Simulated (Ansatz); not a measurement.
# Ni(111) with 4 thermally displaced layers, 2x2: scattering by thermal displacements, part 2 of 3

Aim: the resistivity of Ni at 500 K from frozen thermal displacements between perfect leads.

Ansatz 0.2.0; Ansatz plane-wave DFT, PBE, PAW files, collinear spin; ballistic transport by layer matching (Landauer), zero bias; PAW set soft_1.

So far. Step 2 (With 4 displaced layers): Nearest the Fermi level spin up passes 2.44 of 2.49 channels of the lower lead and spin down 5.37 of 7.16.

## (3) With 8 displaced layers

Each atom of 8 layers is moved at random, by amounts drawn from a normal law 0.0791 Å wide in each direction from the Debye model (450 K) at 500 K. A fresh draw is used; the growth of the resistance with length is what counts.

System of this step: Ni(111) with 8 thermally displaced layers, 2x2. The cell holds 56 atoms: 56 Ni. Its edges and angles: a = 4.984 Å, b = 4.984 Å, c = 28.520 Å, α = 87.5°, β = 92.5°, γ = 120.0°. It derives from Ni. Regions: lead, 24 atoms (24 Ni); scattering region, 32 atoms (32 Ni). The structure is stacked along c, and the current runs across the ab planes.

File input.yaml:

```yaml
crystal:
  lattice:
    - [4.9836885938, 0.0, 0.0]
    - [-2.4918442969, 4.3160009268, 0.0]
    - [-1.2459221485, 0.7193334878, 28.4841528807]
  atoms:
    - { symbol: Ni, position: [0.005952381, 0.994047619, 0.0357142857], spin: 1.0 }
    - { symbol: Ni, position: [0.005952381, 0.494047619, 0.0357142857], spin: 1.0 }
    - { symbol: Ni, position: [0.505952381, 0.994047619, 0.0357142857], spin: 1.0 }
    - { symbol: Ni, position: [0.505952381, 0.494047619, 0.0357142857], spin: 1.0 }
    - { symbol: Ni, position: [0.1845238095, 0.3154761905, 0.1071428571], spin: 1.0 }
    - { symbol: Ni, position: [0.1845238095, 0.8154761905, 0.1071428571], spin: 1.0 }
    - { symbol: Ni, position: [0.6845238095, 0.3154761905, 0.1071428571], spin: 1.0 }
    - { symbol: Ni, position: [0.6845238095, 0.8154761905, 0.1071428571], spin: 1.0 }
    - { symbol: Ni, position: [0.3630952381, 0.1369047619, 0.1785714286], spin: 1.0 }
    - { symbol: Ni, position: [0.3630952381, 0.6369047619, 0.1785714286], spin: 1.0 }
    - { symbol: Ni, position: [0.8630952381, 0.1369047619, 0.1785714286], spin: 1.0 }
    - { symbol: Ni, position: [0.8630952381, 0.6369047619, 0.1785714286], spin: 1.0 }
    - { symbol: Ni, position: [0.0824843901, 0.9822736186, 0.2509925879], spin: 1.0 }
    - { symbol: Ni, position: [0.0227486879, 0.4579478074, 0.2518232927], spin: 1.0 }
    - { symbol: Ni, position: [0.5250352724, 0.9653768962, 0.2511939029], spin: 1.0 }
    - { symbol: Ni, position: [0.5415570756, 0.436934875, 0.2481621881], spin: 1.0 }
    - { symbol: Ni, position: [0.2033940326, 0.2575144032, 0.3262594897], spin: 1.0 }
    - { symbol: Ni, position: [0.2152612273, 0.7859115774, 0.3207104123], spin: 1.0 }
    - { symbol: Ni, position: [0.7577686107, 0.3036708069, 0.3231876443], spin: 1.0 }
    - { symbol: Ni, position: [0.6860525557, 0.7803991123, 0.3233274406], spin: 1.0 }
    - { symbol: Ni, position: [0.4099268894, 0.089020895, 0.3979175951], spin: 1.0 }
    - { symbol: Ni, position: [0.3722187602, 0.5886319012, 0.3954541496], spin: 1.0 }
    - { symbol: Ni, position: [0.9180273148, 0.1378068605, 0.3933807358], spin: 1.0 }
    - { symbol: Ni, position: [0.8847926604, 0.5947748673, 0.3898265949], spin: 1.0 }
    - { symbol: Ni, position: [0.0631455679, 0.9339054038, 0.4658998435], spin: 1.0 }
    - { symbol: Ni, position: [0.0917969459, 0.4080053137, 0.4689770393], spin: 1.0 }
    - { symbol: Ni, position: [0.5870479493, 0.9516781257, 0.4630836954], spin: 1.0 }
    - { symbol: Ni, position: [0.568472505, 0.4267201283, 0.4671504709], spin: 1.0 }
    - { symbol: Ni, position: [0.2525210803, 0.2339357863, 0.5319891837], spin: 1.0 }
    - { symbol: Ni, position: [0.2387696302, 0.7528036059, 0.5384631135], spin: 1.0 }
    - { symbol: Ni, position: [0.7439019753, 0.2239504908, 0.538139072], spin: 1.0 }
    - { symbol: Ni, position: [0.7293794438, 0.7306896853, 0.5374391], spin: 1.0 }
    - { symbol: Ni, position: [0.4020765325, 0.0728275468, 0.6055274086], spin: 1.0 }
    - { symbol: Ni, position: [0.4356582907, 0.5639950306, 0.6077042094], spin: 1.0 }
    - { symbol: Ni, position: [0.939250556, 0.0509175788, 0.6110894909], spin: 1.0 }
    - { symbol: Ni, position: [0.9543219176, 0.580402508, 0.610378149], spin: 1.0 }
    - { symbol: Ni, position: [0.1333684667, 0.9023416449, 0.6787813822], spin: 1.0 }
    - { symbol: Ni, position: [0.0888525172, 0.3847856073, 0.6764341795], spin: 1.0 }
    - { symbol: Ni, position: [0.5926159378, 0.8919053564, 0.67699234], spin: 1.0 }
    - { symbol: Ni, position: [0.5873131604, 0.3676624093, 0.6793169299], spin: 1.0 }
    - { symbol: Ni, position: [0.3094740948, 0.2325802836, 0.7499613534], spin: 1.0 }
    - { symbol: Ni, position: [0.3215890904, 0.7335042917, 0.7531944687], spin: 1.0 }
    - { symbol: Ni, position: [0.7655374954, 0.2306977693, 0.7509432602], spin: 1.0 }
    - { symbol: Ni, position: [0.8019731378, 0.7149607155, 0.7510630693], spin: 1.0 }
    - { symbol: Ni, position: [0.4702380952, 0.0297619048, 0.8214285714], spin: 1.0 }
    - { symbol: Ni, position: [0.4702380952, 0.5297619048, 0.8214285714], spin: 1.0 }
    - { symbol: Ni, position: [0.9702380952, 0.0297619048, 0.8214285714], spin: 1.0 }
    - { symbol: Ni, position: [0.9702380952, 0.5297619048, 0.8214285714], spin: 1.0 }
    - { symbol: Ni, position: [0.1488095238, 0.8511904762, 0.8928571429], spin: 1.0 }
    - { symbol: Ni, position: [0.1488095238, 0.3511904762, 0.8928571429], spin: 1.0 }
    - { symbol: Ni, position: [0.6488095238, 0.8511904762, 0.8928571429], spin: 1.0 }
    - { symbol: Ni, position: [0.6488095238, 0.3511904762, 0.8928571429], spin: 1.0 }
    - { symbol: Ni, position: [0.3273809524, 0.1726190476, 0.9642857143], spin: 1.0 }
    - { symbol: Ni, position: [0.3273809524, 0.6726190476, 0.9642857143], spin: 1.0 }
    - { symbol: Ni, position: [0.8273809524, 0.1726190476, 0.9642857143], spin: 1.0 }
    - { symbol: Ni, position: [0.8273809524, 0.6726190476, 0.9642857143], spin: 1.0 }
magnetization:
  spin_polarized: true
kpoints:
  mp_grid: { grid: [5, 5, 1] }
hamiltonian:
  xc: pbe
  pseudopotentials: { kind: paw, azcp: { folder: soft_1 } }
scf:
  occupations: { method: fermi_dirac, width: 0.1 }
output:
  transmission:
    leads: [[0, 4]]
    kmesh: [10, 10]
    e_range: [-0.05, 0.05]
    de: 0.05
  write_potential: true
  write_density: true
  volumetric_format: npy
```

Launch:

```sh
ansatz run input.yaml --threads 4 --pin off --max-ram 15360MiB --backend cpu --events-out ev --progress --plain --runs-dir out
```

Numbers of over 12 decimals in the logs are rounded to 6 here.

What it wrote:

```text
[...]
Crystal: 56 atoms, lattice volume = 612.683 Å³
Basis set: ecut = 420 eV, 11999 PW (Γ)
Bands: 639, of which v1, the nominal top of the filled ones, is band 504 counted from 1 (503 counted from 0)
Symmetry: 1 space group operations
[...]
k-points: 13 of 25 (time reversal used)
[...]
Starting moments: Σ|m| = 56 μB on 56 of 56 sites
[...]
SCF iter  24: F=-327023.170467 eV  HF=-327023.170467 eV  |F-HF|=8.03e-9  |Δ(HF+E_count)|=  4.07e-10  Δρ=4.21e-7 (↑1.35e-7 ↓4.21e-7)  dr2=8.39e-9  dr2_m=1.59e-10  M=36.813 μB ∫|m|=41.619 μB  ethr=1.86e-12  ⟨swp⟩=8.7  Hψ=59895  notcnv=0
SCF 1 converged in 24 iterations: F = -327023.170467 eV  dr2 = 8.39e-9
[...]
transmission: 378 of 3744 steps passed
transmission: 756 of 3744 steps passed
[...]
transmission: 3744 of 3744 steps passed
some or all of what a close reads of its open shells is tried by no SCF: some or all of their fillings by name were not asked, since the model of its bands would take too long in so large a cell. Whether a lower state lies along it is not known (a run that goes on reads the state that it goes on from)
SCF converged after 24 iterations
Magnetization: 36.8127 μB (522.4063 up, 485.5937 down)
Absolute magnetization: 41.6750 μB (∫|ρ↑−ρ↓|, with the PAW one-centre terms)
[...]
Per-site moments (μB) at R_I (Å): [(0.697196, 1.027886), (0.698038, 1.027886), (0.697191, 1.027886), (0.698501, 1.027886), (0.699354, 1.027886), (0.696657, 1.027886), (0.697945, 1.027886), (0.698368, 1.027886), (0.691986, 0.988390), (0.694395, 1.027886), (0.694791, 1.027886), (0.702491, 1.011120), (0.706982, 0.927537), (0.700279, 0.967463), (0.696187, 0.927537), (0.705973, 0.939851), (0.696232, 0.952580), (0.694305,  [...]
Free energy (F): -327023.170467 eV
[...]
Internal energy: -327020.203609 eV  (E = F + TS)
E sigma→0 (E₀):  -327021.687038 eV
Entropy (-TS):   -2.966857 eV (-52.980 meV/atom)
Fermi energy:    17.835785 eV
[...]
--- Band table (eV; the first three rows and the last of 26) ---
  k-point 0 ↑: bands = [... 500 lower, 17.2659, 17.2746, 17.2761, 17.2786, 17.2811, 17.2828, 17.2859, 17.2930, ... 131 higher]
  k-point 1 ↑: bands = [... 500 lower, 17.2057, 17.2095, 17.2157, 17.2235, 17.2306, 17.2437, 17.2691, 17.2744, ... 131 higher]
  k-point 2 ↑: bands = [... 500 lower, 17.2033, 17.2122, 17.2162, 17.2213, 17.2276, 17.2313, 17.2363, 17.2445, ... 131 higher]
  k-point 12 ↓: bands = [... 500 lower, 18.0024, 18.0221, 18.0283, 18.0369, 18.0483, 18.0578, 18.0676, 18.0797, ... 131 higher]
--- Transmission ---
  basis      : 199 plane waves across, 36 finite elements along
  points     : 52, standing for a mesh of 10 x 10
[...]
channels       : 2.490000e0 up, 7.160000e0 down
[...]
junction   : crystal 0 to crystal 0, 0.69 to 27.14 Å
    transmission   : 2.402465e0 up, 4.033176e0 down
[...]
```

It took 27 min on 4 threads of Intel Xeon Platinum 8375C at 2.90GHz (Ice Lake), shared host; peak memory 8.6 GiB.

This step gave:

- free energy: -327023.1705 eV
- energy at zero smearing: -327021.6870 eV
- Fermi energy: 17.84 eV
- magnetization: 36.81 μB
- absolute magnetization: 41.68 μB
- transmission, spin up: 2.402
- transmission, spin down: 4.033
- step of the lead's potential: 1.9 meV

Per spin. Table of transmission, zone mean by energy, zero at the Fermi level:

| energy (eV) | T up | T down |
| --- | --- | --- |
| -0.0500 | 2.41 | 3.76 |
| 0.0000 | 2.40 | 4.03 |
| 0.0500 | 2.41 | 3.92 |

Nearest the Fermi level spin up passes 2.40 of 2.49 channels of the lower lead and spin down 4.03 of 7.16.

[end of part 2 of 3]

[Logs are printed without paths, hosts, clocks, repeated set-up lines and the standing remarks that a program may print on its own settings, such as how far it seeks lower states.]

[Hosts, paths, dates, database ids (printed as entryN), source tags and the programs' standing remarks are cut or masked in the printed files.]
